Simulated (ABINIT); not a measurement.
# Beyond one shot: InF3 (R-3c), part 2 of 3

How far does self-consistency move the gap of InF3 (R-3c)?

ABINIT 10.8.3; LDA and many-body steps on it, plane waves. Known limits of the many-body steps: not at the basis limit; no spin-orbit coupling.

So far. Step 5 (evGW0, cycle 1): Against G0W0 in ABINIT (4×4×4 mesh, 104 bands, screening to 89.8 eV, Godby-Needs plasmon pole), the gap moves by +0.710 eV. This first cycle still uses the starting levels; it takes the full correction, at all points of the mesh, and its linearised value is 7.983 eV. Step 6 (evGW0, cycle 2): Against the cycle before, the gap moves by −0.176 eV.

## Step 7: evGW0, cycle 3

Level of this step: evGW0 on LDA, plane waves, norm-conserving pseudopotentials (ABINIT).

Input file run.abi:

```
acell 3*1.0 Angstrom
rprim 
  2.602141182914 1.502346912402 4.907506134507
  -2.602141182914 1.502346912402 4.907506134507
  0.000000000000 -3.004693824873 4.907506134486
ntypat 2
znucl 49 9
natom 8
typat 1 1 2 2 2 2 2 2
xred 
  0.500000000000 0.500000000000 0.500000000000
  -0.000000000000 0.000000000000 0.000000000000
  0.395709220000 0.750000000000 0.104290780000
  0.750000000000 0.104290780000 0.395709220000
  0.895709220000 0.604290780000 0.250000000000
  0.250000000000 0.895709220000 0.604290780000
  0.604290780000 0.250000000000 0.895709220000
  0.104290780000 0.395709220000 0.750000000000
pp_dirpath "pseudos"
pseudos "In.upf, F.upf"
ecut 36
ngkpt 4 4 4
nshiftk 1
shiftk 0 0 0
kptopt 1
chksymbreak 0
istwfk *1
occopt 1
irdwfk 1
optdriver 4
nband 104
gwcalctyp 10
ecutsigx 36
symsigma 1
nkptgw 13
kptgw 
  0.0000000000 0.0000000000 0.0000000000
  0.2500000000 0.0000000000 0.0000000000
  0.5000000000 0.0000000000 0.0000000000
  0.2500000000 0.2500000000 0.0000000000
  0.5000000000 0.2500000000 0.0000000000
  -0.2500000000 0.2500000000 0.0000000000
  0.5000000000 0.5000000000 0.0000000000
  0.2500000000 0.2500000000 0.2500000000
  0.5000000000 0.2500000000 0.2500000000
  -0.2500000000 0.2500000000 0.2500000000
  0.5000000000 0.5000000000 0.2500000000
  -0.2500000000 0.5000000000 0.2500000000
  0.5000000000 0.5000000000 0.5000000000
bdgw 
  25 50
  25 50
  25 50
  25 50
  25 50
  25 50
  25 50
  25 50
  25 50
  25 50
  25 50
  25 50
  25 50
ecuteps 3.3
irdscr 1
ppmodel 1
irdqps 1
indata_prefix "in"
outdata_prefix "out"
tmpdata_prefix "tmp"
```

Command:

```console
> OMP_NUM_THREADS=1 mpirun -n 8 abinit run.abi > log
```

What it wrote:

```text
.Version 10.8.3 of ABINIT. v10.8.2 released Aug 2026.

 Symmetries : space group R-3 c (#167); Bravais hR (rhombohedral)
[... echo of the input left out ...]
== DATASET  1 ==================================================================
-   mpi_nproc: 8, omp_nthreads: 1 (-1 if OMP is not activated)

--- !DatasetInfo
iteration_state: {dtset: 1, }
dimensions: {natom: 8, nkpt: 13, mband: 104, nsppol: 1, nspinor: 1, nspden: 1, mpw: 8026, }
cutoff_energies: {ecut:  36.0, pawecutdg:  -1.0, }
[...]
.  kptgw no:  3; Maximum DeltaE = (  -0.003   0.005) for band index: 25
[...]
.  kptgw no: 12; Maximum DeltaE = (  -0.004   0.001) for band index: 25
.  kptgw no: 13; Maximum DeltaE = (   0.021   0.000) for band index: 24

== END DATASET(S) ==============================================================
================================================================================

 -outvars: echo values of variables after computation  --------
           etotal      0.0000000000E+00
            nband         104
             nkpt          13
          spgroup         167
 [... the other variables as echoed above ...]

 Calculation completed.
```

It took 8.5 min on 8 MPI ranks of Arm Neoverse V2, shared host; peak memory 12 GiB.

This step gave:

```yaml
quasiparticle_gap_on_the_mesh: 8.519 eV
gap_of_the_density_functional_on_the_mesh: 4.010 eV
k_of_the_valence_top: 0, 0, 0
k_of_the_conduction_bottom: 0, 0, 0
least_direct_quasiparticle_gap_on_the_computed_points: 8.519 eV
```

Against the cycle before, the gap moves by +0.002 eV.

## Step 8: Screening, 4×4×4 mesh, 104 bands, screening to 89.8 eV

This step: RPA screening on LDA, plane waves, norm-conserving pseudopotentials.

Input file run.abi:

```
acell 3*1.0 Angstrom
rprim 
  2.602141182914 1.502346912402 4.907506134507
  -2.602141182914 1.502346912402 4.907506134507
  0.000000000000 -3.004693824873 4.907506134486
ntypat 2
znucl 49 9
natom 8
typat 1 1 2 2 2 2 2 2
xred 
  0.500000000000 0.500000000000 0.500000000000
  -0.000000000000 0.000000000000 0.000000000000
  0.395709220000 0.750000000000 0.104290780000
  0.750000000000 0.104290780000 0.395709220000
  0.895709220000 0.604290780000 0.250000000000
  0.250000000000 0.895709220000 0.604290780000
  0.604290780000 0.250000000000 0.895709220000
  0.104290780000 0.395709220000 0.750000000000
pp_dirpath "pseudos"
pseudos "In.upf, F.upf"
ecut 36
ngkpt 4 4 4
nshiftk 1
shiftk 0 0 0
kptopt 1
chksymbreak 0
istwfk *1
occopt 1
irdwfk 1
optdriver 3
nband 104
ecuteps 3.3
inclvkb 2
awtr 1
symchi 1
gwcalctyp 10
mbpt_sciss 4.964 eV
nqptdm 1
qptdm 
  0 0 0
indata_prefix "in"
outdata_prefix "out"
tmpdata_prefix "tmp"
```

What it wrote:

```text
.Version 10.8.3 of ABINIT. v10.8.2 released Aug 2026.

 Symmetries : space group R-3 c (#167); Bravais hR (rhombohedral)
[... echo of the input left out ...]
== DATASET  1 ==================================================================
-   mpi_nproc: 8, omp_nthreads: 1 (-1 if OMP is not activated)

--- !DatasetInfo
iteration_state: {dtset: 1, }
dimensions: {natom: 8, nkpt: 13, mband: 104, nsppol: 1, nspinor: 1, nspden: 1, mpw: 8026, }
cutoff_energies: {ecut:  36.0, pawecutdg:  -1.0, }
electrons: {nelect:   8.40000000E+01, charge:   0.00000000E+00, occopt:   1.00000000E+00, tsmear:   1.00000000E-02, }

 SCREENING: Calculation of the susceptibility and dielectric matrices

 Based on a program developped by R.W. Godby, V. Olevano, G. Onida, and L. Reining.
 Incorporated in ABINIT by V. Olevano, G.-M. Rignanese, and M. Torrent.
.Using double precision arithmetic ; gwpc =  8

[... cell and pseudopotentials left out ...]
--------------------------------------------------------------------------------

 ==== K-mesh for the wavefunctions ====
 Number of points in the irreducible wedge :    13
[... list of points left out ...]
 Together with 12 symmetry operations and time-reversal symmetry
 yields    64 points in the full Brillouin Zone.

 ==== Q-mesh for the screening function ====
 Number of points in the irreducible wedge :    13
[... list of points left out ...]
 Together with 12 symmetry operations and time-reversal symmetry
 yields    64 points in the full Brillouin Zone.

 setmesh: FFT mesh size selected  =    40x   40x   40
          total number of points  =        64000

 vcoul_init : cutoff-mode = AUXILIARY_FUNCTION
 q-points for optical limit:   1
     1)      0.000010    0.000020    0.000030

 Dielectric matrix will be calculated only for some
 selected q points provided by the user through the input variables
 nqptdm and qptdm

- screening: taking advantage of time-reversal symmetry
- Maximum band index for partially occupied states nbvw = 42
- Remaining bands to be divided among processors   nbcw = 62
- Number of bands treated by each node ~7

 rdqps: reading QP wavefunctions of the previous step
        looking for file in_QPS
 file not found, 1st iteration initialized with KS eigenelements

 screening : performing a first self-consistency
 update of the energies in W by a scissor operator
 applying a scissor operator of [eV] :   4.964

 Number of electrons calculated from density =   84.0000; Expected =   84.0000
 average of density, n =  0.108136
 r_s =    1.3021
 omega_plasma =   31.7205 [eV]

 calculating chi0 at frequencies [eV] :
  1    0.000000E+00    0.000000E+00
  2    0.000000E+00    3.172052E+01

--------------------------------------------------------------------------------
  q-point number  1        q = ( 0.000000, 0.000000, 0.000000) [r.l.u.]
--------------------------------------------------------------------------------
[... chi0 elements left out ...]
 For q-point:  0.000010 0.000020 0.000030
  dielectric constant =   1.9668
  dielectric constant without local fields =   2.0179

  Average fulfillment of the sum rule on Im[epsilon] for q-point    1 :     31.88  [%]
[... wings left out ...]
== END DATASET(S) ==============================================================
================================================================================

 -outvars: echo values of variables after computation  --------
           etotal      0.0000000000E+00
            nband         104
             nkpt          13
          spgroup         167
 [... the other variables as echoed above ...]

 Calculation completed.
```

The job ended after 42 s (8 MPI ranks; peak memory 6.8 GiB; 5.6 min of CPU time).

Numbers from this step:

| Item | Value |
| --- | --- |
| ε∞ with local fields, on this mesh, along the program's q direction | 1.967 |
| the same without local fields | 2.018 |
| plasma frequency | 31.72 eV |
| plane waves in the screening matrix | 211 |

This screening uses the functional's bands under a rigid shift, the mean opening of the cycle before.

## Step 9: Screening, 4×4×4 mesh, 104 bands, screening to 89.8 eV

This step: RPA screening on LDA from quasiparticle energies, plane waves, norm-conserving pseudopotentials.

Changes to run.abi since step 8:

```diff
@@ -35,7 +35,18 @@
 symchi 1
+irdqps 1
 gwcalctyp 10
-mbpt_sciss 4.964 eV
-nqptdm 1
+nqptdm 12
 qptdm 
-  0 0 0
+  0.2500000000 0.0000000000 0.0000000000
+  0.5000000000 0.0000000000 0.0000000000
+  0.2500000000 0.2500000000 0.0000000000
+  0.5000000000 0.2500000000 0.0000000000
+  -0.2500000000 0.2500000000 0.0000000000
+  0.5000000000 0.5000000000 0.0000000000
+  0.2500000000 0.2500000000 0.2500000000
+  0.5000000000 0.2500000000 0.2500000000
+  -0.2500000000 0.2500000000 0.2500000000
+  0.5000000000 0.5000000000 0.2500000000
+  -0.2500000000 0.5000000000 0.2500000000
+  0.5000000000 0.5000000000 0.5000000000
 indata_prefix "in"
```

Input file mrgscr.stdin:

```
2
merged
q0_SCR
out_SCR
1
```

Command:

```console
> OMP_NUM_THREADS=1 mpirun -n 8 abinit run.abi > log; mrgscr < mrgscr.stdin
```

What it wrote:

```text
.Version 10.8.3 of ABINIT. v10.8.2 released Aug 2026.

 Symmetries : space group R-3 c (#167); Bravais hR (rhombohedral)
[... echo of the input left out ...]
== DATASET  1 ==================================================================
-   mpi_nproc: 8, omp_nthreads: 1 (-1 if OMP is not activated)

--- !DatasetInfo
iteration_state: {dtset: 1, }
dimensions: {natom: 8, nkpt: 13, mband: 104, nsppol: 1, nspinor: 1, nspden: 1, mpw: 8026, }
cutoff_energies: {ecut:  36.0, pawecutdg:  -1.0, }
[...]
q-point number  1        q = ( 0.250000, 0.000000, 0.000000) [r.l.u.]
--------------------------------------------------------------------------------
[... chi0 elements left out ...]
  Average fulfillment of the sum rule on Im[epsilon] for q-point    2 :     40.14  [%]

--------------------------------------------------------------------------------
  q-point number  2        q = ( 0.500000, 0.000000, 0.000000) [r.l.u.]
--------------------------------------------------------------------------------
[... chi0 elements left out ...]
  Average fulfillment of the sum rule on Im[epsilon] for q-point    3 :     35.15  [%]

 [... 10 further q-points ...]
```

Elapsed: 2.5 min, on 8 MPI ranks; peak memory 6.3 GiB.

This step gave:

* plasma frequency: 31.72 eV
* plane waves in the screening matrix: 211

This screening reads the quasiparticle levels of the cycle before.

## Step 10: evGW, cycle 1

This step: evGW on LDA, plane waves, norm-conserving pseudopotentials.

Changes to run.abi since step 9:

```diff
@@ -29,12 +29,10 @@
 irdwfk 1
-optdriver 3
+optdriver 4
 nband 104
-ecuteps 3.3
-inclvkb 2
-awtr 1
-symchi 1
-irdqps 1
 gwcalctyp 10
-nqptdm 12
-qptdm 
+ecutsigx 36
+symsigma 1
+nkptgw 13
+kptgw 
+  0.0000000000 0.0000000000 0.0000000000
   0.2500000000 0.0000000000 0.0000000000
@@ -51,2 +49,20 @@
   0.5000000000 0.5000000000 0.5000000000
+bdgw 
+  25 50
+  25 50
+  25 50
+  25 50
+  25 50
+  25 50
+  25 50
+  25 50
+  25 50
+  25 50
+  25 50
+  25 50
+  25 50
+ecuteps 3.3
+irdscr 1
+ppmodel 1
+irdqps 1
 indata_prefix "in"
```

Command:

```console
> OMP_NUM_THREADS=1 mpirun -n 8 abinit run.abi > log
```

What it wrote:

```text
.Version 10.8.3 of ABINIT. v10.8.2 released Aug 2026.

 Symmetries : space group R-3 c (#167); Bravais hR (rhombohedral)
[... echo of the input left out ...]
== DATASET  1 ==================================================================
-   mpi_nproc: 8, omp_nthreads: 1 (-1 if OMP is not activated)

--- !DatasetInfo
iteration_state: {dtset: 1, }
dimensions: {natom: 8, nkpt: 13, mband: 104, nsppol: 1, nspinor: 1, nspden: 1, mpw: 8026, }
cutoff_energies: {ecut:  36.0, pawecutdg:  -1.0, }
[...]
.  kptgw no:  3; Maximum DeltaE = (  -0.574   0.000) for band index: 15
[...]
.  kptgw no: 12; Maximum DeltaE = (  -0.567   0.000) for band index:  7
.  kptgw no: 13; Maximum DeltaE = (  -0.565   0.000) for band index:  7

== END DATASET(S) ==============================================================
================================================================================

 -outvars: echo values of variables after computation  --------
           etotal      0.0000000000E+00
            nband         104
             nkpt          13
          spgroup         167
 [... the other variables as echoed above ...]

 Calculation completed.
```

Wall time 8.5 min (8 MPI ranks); peak memory 12 GiB.

Numbers from this step:

```
quasiparticle gap on the mesh                         : 9.354 eV
gap of the density functional on the mesh             : 4.010 eV
k of the valence top                                  : 0, 0, 0
k of the conduction bottom                            : 0, 0, 0
least direct quasiparticle gap on the computed points : 9.354 eV
```

Against G0W0 in ABINIT (4×4×4 mesh, 104 bands, screening to 89.8 eV, Godby-Needs plasmon pole), the gap moves by +1.371 eV.

## Step 11: Screening, 4×4×4 mesh, 104 bands, screening to 89.8 eV

This step: RPA screening on LDA, plane waves, norm-conserving pseudopotentials.

Input file run.abi:

```
acell 3*1.0 Angstrom
rprim 
  2.602141182914 1.502346912402 4.907506134507
  -2.602141182914 1.502346912402 4.907506134507
  0.000000000000 -3.004693824873 4.907506134486
ntypat 2
znucl 49 9
natom 8
typat 1 1 2 2 2 2 2 2
xred 
  0.500000000000 0.500000000000 0.500000000000
  -0.000000000000 0.000000000000 0.000000000000
  0.395709220000 0.750000000000 0.104290780000
  0.750000000000 0.104290780000 0.395709220000
  0.895709220000 0.604290780000 0.250000000000
  0.250000000000 0.895709220000 0.604290780000
  0.604290780000 0.250000000000 0.895709220000
  0.104290780000 0.395709220000 0.750000000000
pp_dirpath "pseudos"
pseudos "In.upf, F.upf"
ecut 36
ngkpt 4 4 4
nshiftk 1
shiftk 0 0 0
kptopt 1
chksymbreak 0
istwfk *1
occopt 1
irdwfk 1
optdriver 3
nband 104
ecuteps 3.3
inclvkb 2
awtr 1
symchi 1
gwcalctyp 10
mbpt_sciss 5.922 eV
nqptdm 1
qptdm 
  0 0 0
indata_prefix "in"
outdata_prefix "out"
tmpdata_prefix "tmp"
```

What it wrote:

```text
.Version 10.8.3 of ABINIT. v10.8.2 released Aug 2026.

 Symmetries : space group R-3 c (#167); Bravais hR (rhombohedral)
[... echo of the input left out ...]
== DATASET  1 ==================================================================
-   mpi_nproc: 8, omp_nthreads: 1 (-1 if OMP is not activated)

--- !DatasetInfo
iteration_state: {dtset: 1, }
dimensions: {natom: 8, nkpt: 13, mband: 104, nsppol: 1, nspinor: 1, nspden: 1, mpw: 8026, }
cutoff_energies: {ecut:  36.0, pawecutdg:  -1.0, }
[...]
[... chi0 elements left out ...]
 For q-point:  0.000010 0.000020 0.000030
  dielectric constant =   1.9180
  dielectric constant without local fields =   1.9655

  Average fulfillment of the sum rule on Im[epsilon] for q-point    1 :     32.82  [%]
[... wings left out ...]
== END DATASET(S) ==============================================================
================================================================================

 -outvars: echo values of variables after computation  --------
           etotal      0.0000000000E+00
            nband         104
             nkpt          13
          spgroup         167
 [... the other variables as echoed above ...]

 Calculation completed.
```

The job ended after 42 s (8 MPI ranks; peak memory 6.6 GiB; 5.6 min of CPU time).

Numbers from this step:

- ε∞ with local fields, on this mesh, along the program's q direction: 1.918
- the same without local fields: 1.966
- plasma frequency: 31.72 eV
- plane waves in the screening matrix: 211

This screening uses the functional's bands under a rigid shift, the mean opening of the cycle before.

(Continued in part 3 of 3.)

[Paths, hosts, dates, memory and timing lines, banners, echoed tables and standing remarks are left out of the program output.]

[Logs are printed without paths, hosts, clocks, repeated set-up lines and the standing remarks that a program may print on its own settings, such as how far it seeks lower states.]

[Runs of the session that timed out or met a known fault of the program may be left out.]

[Hosts, paths, dates, database ids (printed as entryN), source tags and the programs' standing remarks are cut or masked in the printed files.]

[G0W0 gaps are taken among the corrected bands and points alone; a level outside them can change the order at an edge.]

[Where Ansatz stands beside ABINIT at settings called matched, ABINIT's density can come from a denser mesh and the files from another edition; pairs whose starting gaps differed by over 0.03 eV were left out, so agreement reads better than it is.]
